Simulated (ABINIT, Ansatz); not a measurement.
# GaN (P6_3mc): G0W0 with ABINIT, start to end, part 2 of 3

How does a plane-wave GW calculation on GaN (P6_3mc) run from the first input to the gap?

ABINIT 10.8.3; LDA and many-body steps on it, plane waves. Known limits of the many-body steps: not at the basis limit; exchange with frozen shells missing; no spin-orbit coupling; coarse k mesh.

So far. Step 2 (Ground state): The gap is direct, at Γ.

The database entry behind the starting cell differs from later determinations by our own check (about 0.3 % short, ideal inner coordinate), so it need not match the best structure at ambient conditions.

## 3. Bands along the symmetry lines

Level of this step: DFT, LDA, plane waves, norm-conserving pseudopotentials (ABINIT).

Levels along a band path, at the cheap level, show where the edges lie and whether the meshes to come will hold them.

Contents of run.abi:

```
acell 3*1.0 Angstrom
rprim 
  3.179999999980 0.000000000005 0.000000000000
  -1.589999999994 2.753960784015 0.000000000000
  0.000000000000 0.000000000000 5.166000000000
ntypat 2
znucl 31 7
natom 4
typat 1 1 2 2
xred 
  0.333333333333 0.666666666667 0.000000000000
  0.666666666667 0.333333333333 0.500000000000
  0.333333333333 0.666666666667 0.375000000000
  0.666666666667 0.333333333333 0.875000000000
pp_dirpath "pseudos"
pseudos "Ga.upf, N.upf"
ecut 36
iscf -2
irdden 1
kptopt 0
nkpt 75
kpt 
  0.00000000 0.00000000 0.00000000
  0.06250000 0.00000000 0.00000000
  0.12500000 0.00000000 0.00000000
  0.18750000 0.00000000 0.00000000
  0.25000000 0.00000000 0.00000000
  0.31250000 0.00000000 0.00000000
  0.37500000 0.00000000 0.00000000
  0.43750000 0.00000000 0.00000000
  0.50000000 0.00000000 0.00000000
  0.47916667 0.04166667 0.00000000
  0.45833333 0.08333333 0.00000000
  0.43750000 0.12500000 0.00000000
  0.41666666 0.16666666 0.00000000
  0.39583333 0.20833333 0.00000000
  0.37500000 0.25000000 0.00000000
  0.35416666 0.29166666 0.00000000
  0.33333333 0.33333333 0.00000000
  0.29166666 0.29166666 0.00000000
  0.25000000 0.25000000 0.00000000
  0.20833333 0.20833333 0.00000000
  0.16666666 0.16666666 0.00000000
  0.12500000 0.12500000 0.00000000
  0.08333333 0.08333333 0.00000000
  0.04166667 0.04166667 0.00000000
  0.00000000 0.00000000 0.00000000
  0.00000000 0.00000000 0.06250000
  0.00000000 0.00000000 0.12500000
  0.00000000 0.00000000 0.18750000
  0.00000000 0.00000000 0.25000000
  0.00000000 0.00000000 0.31250000
  0.00000000 0.00000000 0.37500000
  0.00000000 0.00000000 0.43750000
  0.00000000 0.00000000 0.50000000
  0.06250000 0.00000000 0.50000000
  0.12500000 0.00000000 0.50000000
  0.18750000 0.00000000 0.50000000
  0.25000000 0.00000000 0.50000000
  0.31250000 0.00000000 0.50000000
  0.37500000 0.00000000 0.50000000
  0.43750000 0.00000000 0.50000000
  0.50000000 0.00000000 0.50000000
  0.47916667 0.04166667 0.50000000
  0.45833333 0.08333333 0.50000000
  0.43750000 0.12500000 0.50000000
  0.41666666 0.16666666 0.50000000
  0.39583333 0.20833333 0.50000000
  0.37500000 0.25000000 0.50000000
  0.35416666 0.29166666 0.50000000
  0.33333333 0.33333333 0.50000000
  0.29166666 0.29166666 0.50000000
  0.25000000 0.25000000 0.50000000
  0.20833333 0.20833333 0.50000000
  0.16666666 0.16666666 0.50000000
  0.12500000 0.12500000 0.50000000
  0.08333333 0.08333333 0.50000000
  0.04166667 0.04166667 0.50000000
  0.00000000 0.00000000 0.50000000
  0.50000000 0.00000000 0.50000000
  0.50000000 0.00000000 0.43750000
  0.50000000 0.00000000 0.37500000
  0.50000000 0.00000000 0.31250000
  0.50000000 0.00000000 0.25000000
  0.50000000 0.00000000 0.18750000
  0.50000000 0.00000000 0.12500000
  0.50000000 0.00000000 0.06250000
  0.50000000 -0.00000000 0.00000000
  0.33333333 0.33333333 0.50000000
  0.33333333 0.33333333 0.43750000
  0.33333333 0.33333333 0.37500000
  0.33333333 0.33333333 0.31250000
  0.33333333 0.33333333 0.25000000
  0.33333333 0.33333333 0.18750000
  0.33333333 0.33333333 0.12500000
  0.33333333 0.33333333 0.06250000
  0.33333333 0.33333333 0.00000000
istwfk *1
nband 25
nbdbuf 2
tolwfr 1e-08
nstep 40
prtwf 0
prtvol 0
indata_prefix "in"
outdata_prefix "out"
tmpdata_prefix "tmp"
```

The run is started by

```
OMP_NUM_THREADS=1 mpirun -n 4 abinit run.abi > log
```

Numbers of over 12 decimals in the logs are rounded to 6 here.

The log of the run:

```text
.Version 10.8.3 of ABINIT. v10.8.2 released Aug 2026.

 Symmetries : space group P6_3 m c (#186); Bravais hP (primitive hexag.)
[... echo of the input left out ...]
== DATASET  1 ==================================================================
-   mpi_nproc: 4, omp_nthreads: 1 (-1 if OMP is not activated)

--- !DatasetInfo
iteration_state: {dtset: 1, }
dimensions: {natom: 4, nkpt: 75, mband: 25, nsppol: 1, nspinor: 1, nspden: 1, mpw: 3176, }
cutoff_energies: {ecut:  36.0, pawecutdg:  -1.0, }
electrons: {nelect:   3.60000000E+01, charge:   0.00000000E+00, occopt:   1.00000000E+00, tsmear:   1.00000000E-02, }

 Real(R)+Recip(G) space primitive vectors, cartesian coordinates (Bohr,Bohr^-1):
 R(1)=  6.0093291  0.0000000  0.0000000  G(1)=  0.1664079  0.0960757  0.0000000
 R(2)= -3.0046645  5.2042316  0.0000000  G(2)=  0.0000000  0.1921513  0.0000000
 R(3)=  0.0000000  0.0000000  9.7623252  G(3)=  0.0000000  0.0000000  0.1024346
 Unit cell volume ucvol=  3.0530638E+02 bohr^3
 Angles (23,13,12)=  9.00000000E+01  9.00000000E+01  1.20000000E+02 degrees

 getcut: wavevector=  0.0000  0.0000  0.0000  ngfft=  36  36  54
         ecut(hartree)=     36.000   => boxcut(ratio)=   2.04797

--- Pseudopotential description ------------------------------------------------
- Ga Generated using ONCVPSP code by D. R. Hamann
- 31.00000  13.00000  180309                  znucl, zion, pspdat
12 -1012 2 -1 1858                            pspcod,pspxc,lmax,lloc,mmax
     nproj     2     2     2
  pspatm : epsatm=   24.58383104
         --- l  ekb(1:nproj) -->
             0    7.046673    1.171794
             1    6.542514    1.190586
             2   -8.404011   -2.823845
 pspatm: atomic psp has been read  and splines computed

- N Generated using ONCVPSP code by D. R. Hamann
-  7.00000   5.00000  180309                  znucl, zion, pspdat
12 -1012 1 -1 1058                            pspcod,pspxc,lmax,lloc,mmax
     nproj     2     2     0
  pspatm : epsatm=    5.30777321
         --- l  ekb(1:nproj) -->
[...]
pspatm: atomic psp has been read  and splines computed

--------------------------------------------------------------------------------

================================================================================
 prteigrs : about to open file out_EIG
 Non-SCF case, kpt    1 (  0.00000  0.00000  0.00000), residuals and eigenvalues=
  3.05E-09  4.65E-09  7.53E-09  5.41E-09  8.61E-09  5.95E-09  9.90E-09  5.33E-09
  8.94E-09  3.40E-09  6.71E-09  8.05E-09  9.41E-09  2.92E-09  3.79E-09  3.74E-09
  5.39E-09  8.78E-09  7.61E-09  2.71E-09  9.97E-09  5.03E-09  7.94E-09  6.41E-07
  4.24E-09
 -3.9742E-01 -3.6596E-01 -3.1440E-01 -3.1362E-01 -3.1362E-01 -3.1133E-01
 -3.1133E-01 -3.0447E-01 -3.0447E-01 -3.0074E-01 -3.0074E-01 -2.4810E-01
 -7.7551E-02  1.4831E-01  1.4831E-01  1.8539E-01  1.8775E-01  1.8775E-01
[...]
6.1504E-01
[...]
Non-SCF case, kpt   74 (  0.33333  0.33333  0.06250), residuals and eigenvalues=
[...]
Non-SCF case, kpt   75 (  0.33333  0.33333  0.00000), residuals and eigenvalues=
[...]
-1.1378E-02 -1.1378E-02 -1.0539E-02  7.4699E-02  7.4699E-02  8.6817E-02
  3.7160E-01  4.7275E-01  4.7275E-01  4.9279E-01  5.4795E-01  5.4795E-01
[...]
--- !ResultsGS
iteration_state: {dtset: 1, }
comment   : Summary of ground state results
lattice_vectors:
- [  6.0093291,   0.0000000,   0.0000000, ]
- [ -3.0046645,   5.2042316,   0.0000000, ]
- [  0.0000000,   0.0000000,   9.7623252, ]
lattice_lengths: [   6.00933,    6.00933,    9.76233, ]
lattice_angles: [ 90.000,  90.000, 120.000, ] # degrees, (23, 13, 12)
lattice_volume:   3.0530638E+02
convergence: {deltae:  0.000E+00, res2:  0.000E+00, residm:  9.998E-09, diffor:  0.000E+00, }
etotal    :  -1.73547975E+02
entropy   :   0.00000000E+00
fermie    :   1.87750445E-01
cartesian_stress_tensor: null
pressure_GPa: null
xred      :
- [  3.3333E-01,   6.6667E-01,   1.1102E-16, Ga]
- [  6.6667E-01,   3.3333E-01,   5.0000E-01, Ga]
- [  3.3333E-01,   6.6667E-01,   3.7500E-01,  N]
- [  6.6667E-01,   3.3333E-01,   8.7500E-01,  N]
cartesian_forces: null
force_length_stats: {min: null, max: null, mean: null, }

 Integrated electronic density in atomic spheres:
 ------------------------------------------------
 Atom  Sphere_radius  Integrated_density
[...]
================================================================================

 ----iterations are completed or convergence reached----

 Mean square residual over all n,k,spin=   54.684E-10; max=  99.984E-10
 reduced coordinates (array xred) for    4 atoms
[...]
0.333333333333      0.666666666667      0.375000000000
       0.666666666667      0.333333333333      0.875000000000

 cartesian coordinates (angstrom) at end:
    1     -2.67e-12     1.835974     0.000000
    2      1.590000     0.917987     2.583000
    3     -2.67e-12     1.835974     1.937250
    4      1.590000     0.917987     4.520250
 length scales=  1.889726125908  1.889726125908  1.889726125908 bohr
              =  1.000000000000  1.000000000000  1.000000000000 angstroms
 prteigrs : about to open file out_EIG
 Eigenvalues (hartree) for nkpt=  75  k points:
 kpt#   1, nband= 25, wtk=  1.00000, kpt=  0.0000  0.0000  0.0000 (reduced coord)
[...]
kpt#   2, nband= 25, wtk=  1.00000, kpt=  0.0625  0.0000  0.0000 (reduced coord)
[...]
kpt#   3, nband= 25, wtk=  1.00000, kpt=  0.1250  0.0000  0.0000 (reduced coord)
[...]
kpt#  74, nband= 25, wtk=  1.00000, kpt=  0.3333  0.3333  0.0625 (reduced coord)
[...]
0.65134
 kpt#  75, nband= 25, wtk=  1.00000, kpt=  0.3333  0.3333  0.0000 (reduced coord)
[...]
-0.30326   -0.30146   -0.23142   -0.23142   -0.01138   -0.01138   -0.01054    0.07470
   0.07470    0.08682    0.37160    0.47275    0.47275    0.49279    0.54795    0.54795
   0.64770

== END DATASET(S) ==============================================================
================================================================================

 -outvars: echo values of variables after computation  --------
            nband          25
             nkpt          75
          spgroup         186
 [... the other variables as echoed above ...]

 Calculation completed.
```

Wall time 25 s (4 MPI ranks of Arm Neoverse V2, shared host); peak memory 0.34 GiB.

Numbers from this step:

* gap: 2.009 eV
* k of the valence top: 0, 0, 0
* k of the conduction bottom: 0, 0, 0
* least direct gap: 2.009 eV

The gap is 2.009 eV, as in the run before at this level.

Electronic bands along the path, in eV, zero at the top of the highest filled band:

```
    point  band 15  band 16  band 17  band 18  band 19  band 20  band 21  band 22
        Γ    -1.07    -0.06     0.00     0.00     2.01     4.22     9.11     9.77
  halfway    -2.87    -2.04    -0.76    -0.50     4.32     5.86     7.28     8.43
        M    -4.32    -2.81    -2.30    -1.00     4.94     5.55     5.96     8.54
  halfway    -4.34    -3.62    -2.45    -1.90     5.48     6.52     6.59     8.38
        K    -5.40    -3.08    -3.08    -2.75     5.00     7.76     7.76     8.30
  halfway    -3.69    -2.45    -1.03    -0.95     4.96     6.81     7.17     7.53
        Γ    -1.07    -0.06     0.00     0.00     2.01     4.22     9.11     9.77
  halfway    -0.92    -0.92    -0.16    -0.16     3.16     4.34     8.73     9.48
        A    -0.55    -0.55    -0.55    -0.55     4.26     4.26     8.40     8.40
  halfway    -2.13    -2.13    -1.32    -1.32     5.20     5.20     7.56     7.56
        L    -1.98    -1.98    -1.94    -1.94     4.34     4.34     7.70     7.70
  halfway    -3.26    -3.26    -1.63    -1.63     5.31     5.31     8.03     8.03
        H    -4.28    -4.28    -1.52    -1.52     6.40     6.40     7.21     7.21
  halfway    -2.16    -2.16    -1.85    -1.85     5.63     5.63     7.57     7.57
        A    -0.55    -0.55    -0.55    -0.55     4.26     4.26     8.40     8.40
jump to L    -1.98    -1.98    -1.94    -1.94     4.34     4.34     7.70     7.70
  halfway    -3.37    -2.58    -1.75    -1.31     4.26     4.99     7.50     7.78
        M    -4.32    -2.81    -2.30    -1.00     4.94     5.55     5.96     8.54
jump to H    -4.28    -4.28    -1.52    -1.52     6.40     6.40     7.21     7.21
  halfway    -5.09    -3.27    -2.25    -2.25     5.77     7.16     7.16     8.09
        K    -5.40    -3.08    -3.08    -2.75     5.00     7.76     7.76     8.30
```

## 4. Empty states on the mesh, 3×3×2 mesh, 161 bands

The sums over transitions need many empty states on a uniform mesh; this step solves for them.

Contents of run.abi:

```
acell 3*1.0 Angstrom
rprim 
  3.179999999980 0.000000000005 0.000000000000
  -1.589999999994 2.753960784015 0.000000000000
  0.000000000000 0.000000000000 5.166000000000
ntypat 2
znucl 31 7
natom 4
typat 1 1 2 2
xred 
  0.333333333333 0.666666666667 0.000000000000
  0.666666666667 0.333333333333 0.500000000000
  0.333333333333 0.666666666667 0.375000000000
  0.666666666667 0.333333333333 0.875000000000
pp_dirpath "pseudos"
pseudos "Ga.upf, N.upf"
ecut 36
ngkpt 3 3 2
nshiftk 1
shiftk 0 0 0
kptopt 1
chksymbreak 0
irdden 1
istwfk *1
nband 161
prtvol 0
optdriver 6
gwr_task "HDIAGO"
paral_kgb 0
occopt 1
indata_prefix "in"
outdata_prefix "out"
tmpdata_prefix "tmp"
```

The log of the run:

```text
[banner, memory and clock lines left out]
.Version 10.8.3 of ABINIT. v10.8.2 released Aug 2026.

 Symmetries : space group P6_3 m c (#186); Bravais hP (primitive hexag.)
[... echo of the input left out ...]
== DATASET  1 ==================================================================
-   mpi_nproc: 4, omp_nthreads: 1 (-1 if OMP is not activated)

--- !DatasetInfo
iteration_state: {dtset: 1, }
dimensions: {natom: 4, nkpt: 6, mband: 161, nsppol: 1, nspinor: 1, nspden: 1, mpw: 3162, }
cutoff_energies: {ecut:  36.0, pawecutdg:  -1.0, }
electrons: {nelect:   3.60000000E+01, charge:   0.00000000E+00, occopt:   1.00000000E+00, tsmear:   1.00000000E-02, }

.Using double precision arithmetic; gwpc =  8

- Reading GS density from: in_DEN

--- Pseudopotential description ------------------------------------------------
- Ga Generated using ONCVPSP code by D. R. Hamann
- 31.00000  13.00000  180309                  znucl, zion, pspdat
12 -1012 2 -1 1858                            pspcod,pspxc,lmax,lloc,mmax
     nproj     2     2     2
  pspatm : epsatm=   24.58383104
         --- l  ekb(1:nproj) -->
             0    7.046673    1.171794
             1    6.542514    1.190586
             2   -8.404011   -2.823845
 pspatm: atomic psp has been read  and splines computed

- N Generated using ONCVPSP code by D. R. Hamann
-  7.00000   5.00000  180309                  znucl, zion, pspdat
12 -1012 1 -1 1058                            pspcod,pspxc,lmax,lloc,mmax
     nproj     2     2     0
  pspatm : epsatm=    5.30777321
         --- l  ekb(1:nproj) -->
             0    7.408032    0.617798
             1   -4.361519   -1.032581
 pspatm: atomic psp has been read  and splines computed

   2.15219551E+03                                ecore*ucvol(ha*bohr**3)

 Total charge density [el/Bohr^3]
)     Maximum=    1.9168E+00  at reduced coord.    0.3333    0.6667    0.9259
)     Minimum=    4.0128E-05  at reduced coord.    0.3333    0.6667    0.0000
   Integrated=    3.6000E+01

 === KS gaps after direct diagonalization ===
 Direct band gap semiconductor
 Fundamental gap:     2.009 (eV)
   VBM:     5.109 (eV) at k: [ 0.0000E+00,  0.0000E+00,  0.0000E+00]
   CBM:     7.118 (eV) at k: [ 0.0000E+00,  0.0000E+00,  0.0000E+00]
 Direct gap:         2.009 (eV) at k: [ 0.0000E+00,  0.0000E+00,  0.0000E+00]

== END DATASET(S) ==============================================================

 -outvars: echo values of variables after computation  --------
           etotal      0.0000000000E+00
            nband         161
             nkpt           6
          spgroup         186
 [... the other variables as echoed above ...]

 Calculation completed.
```

Run time: 42 s. Hardware: 4 MPI ranks; peak memory 2.4 GiB; 2.8 min of CPU time.

This step gave:

```yaml
gap: 2.009 eV
k_of_the_valence_top: 0, 0, 0
k_of_the_conduction_bottom: 0, 0, 0
least_direct_gap: 2.009 eV
k_points_computed: 6
lowest_point_of_the_top_converged_band_above_the_valence_top: 109.3194 eV
```

On this mesh the gap is 2.009 eV.

## 5. Screening, 3×3×2 mesh, 153 bands, screening to 217.7 eV

The RPA dielectric matrix is built and inverted for each q.

This step: RPA screening on LDA, plane waves, norm-conserving pseudopotentials.

Changes to run.abi since step 4:

```diff
@@ -22,10 +22,11 @@
 chksymbreak 0
-irdden 1
 istwfk *1
-nband 161
-prtvol 0
-optdriver 6
-gwr_task "HDIAGO"
-paral_kgb 0
 occopt 1
+irdwfk 1
+optdriver 3
+nband 153
+ecuteps 8
+inclvkb 2
+awtr 1
+symchi 1
 indata_prefix "in"
```

The log of the run:

```text
.Version 10.8.3 of ABINIT. v10.8.2 released Aug 2026.

 Symmetries : space group P6_3 m c (#186); Bravais hP (primitive hexag.)
[... echo of the input left out ...]
== DATASET  1 ==================================================================
-   mpi_nproc: 4, omp_nthreads: 1 (-1 if OMP is not activated)

--- !DatasetInfo
iteration_state: {dtset: 1, }
dimensions: {natom: 4, nkpt: 6, mband: 153, nsppol: 1, nspinor: 1, nspden: 1, mpw: 3162, }
cutoff_energies: {ecut:  36.0, pawecutdg:  -1.0, }
electrons: {nelect:   3.60000000E+01, charge:   0.00000000E+00, occopt:   1.00000000E+00, tsmear:   1.00000000E-02, }

 SCREENING: Calculation of the susceptibility and dielectric matrices

 Based on a program developped by R.W. Godby, V. Olevano, G. Onida, and L. Reining.
 Incorporated in ABINIT by V. Olevano, G.-M. Rignanese, and M. Torrent.
.Using double precision arithmetic ; gwpc =  8

[... cell and pseudopotentials left out ...]
--------------------------------------------------------------------------------

 ==== K-mesh for the wavefunctions ====
 Number of points in the irreducible wedge :     6
[... list of points left out ...]
 Together with 12 symmetry operations and time-reversal symmetry
 yields    18 points in the full Brillouin Zone.

 ==== Q-mesh for the screening function ====
 Number of points in the irreducible wedge :     6
[... list of points left out ...]
 Together with 12 symmetry operations and time-reversal symmetry
 yields    18 points in the full Brillouin Zone.

 setmesh: FFT mesh size selected  =    24x   24x   40
          total number of points  =        23040

 vcoul_init : cutoff-mode = AUXILIARY_FUNCTION
 q-points for optical limit:   1
     1)      0.000010    0.000020    0.000030

- screening: taking advantage of time-reversal symmetry
- Maximum band index for partially occupied states nbvw = 18
- Remaining bands to be divided among processors   nbcw = 135
- Number of bands treated by each node ~33

 Number of electrons calculated from density =   36.0000; Expected =   36.0000
 average of density, n =  0.117914
 r_s =    1.2651
 omega_plasma =   33.1237 [eV]

 calculating chi0 at frequencies [eV] :
  1    0.000000E+00    0.000000E+00
  2    0.000000E+00    3.312371E+01

--------------------------------------------------------------------------------
  q-point number  1        q = ( 0.000000, 0.000000, 0.000000) [r.l.u.]
--------------------------------------------------------------------------------
[... chi0 elements left out ...]
 For q-point:  0.000010 0.000020 0.000030
  dielectric constant =   9.3198
  dielectric constant without local fields =  10.0915

  Average fulfillment of the sum rule on Im[epsilon] for q-point    1 :     73.86  [%]
[... wings left out ...]
  q-point number  2        q = ( 0.333333, 0.000000, 0.000000) [r.l.u.]
--------------------------------------------------------------------------------
[... chi0 elements left out ...]
  Average fulfillment of the sum rule on Im[epsilon] for q-point    2 :     81.08  [%]

 [... 4 further q-points ...]
```

The job ended after 22 s (4 MPI ranks; peak memory 0.81 GiB).

Numbers from this step:

| Item | Value |
| --- | --- |
| ε∞ with local fields, on this mesh, along the program's q direction | 9.320 |
| the same without local fields | 10.09 |
| plasma frequency | 33.12 eV |
| plane waves in the screening matrix | 313 |

Local fields lower ε∞ by 8 %. On a Γ-centred mesh this coarse the value itself is usually too large, while a short band sum pulls it down.

(Continued in part 3 of 3.)

[Paths, hosts, dates, memory and timing lines, banners, echoed tables and standing remarks are left out of the program output.]

[Logs are printed without paths, hosts, clocks, repeated set-up lines and the standing remarks that a program may print on its own settings, such as how far it seeks lower states.]

[Runs of the session that timed out or met a known fault of the program may be left out.]

[Hosts, paths, dates, database ids (printed as entryN), source tags and the programs' standing remarks are cut or masked in the printed files.]

[G0W0 gaps are taken among the corrected bands and points alone; a level outside them can change the order at an edge.]

[Where Ansatz stands beside ABINIT at settings called matched, ABINIT's density can come from a denser mesh and the files from another edition; pairs whose starting gaps differed by over 0.03 eV were left out, so agreement reads better than it is.]
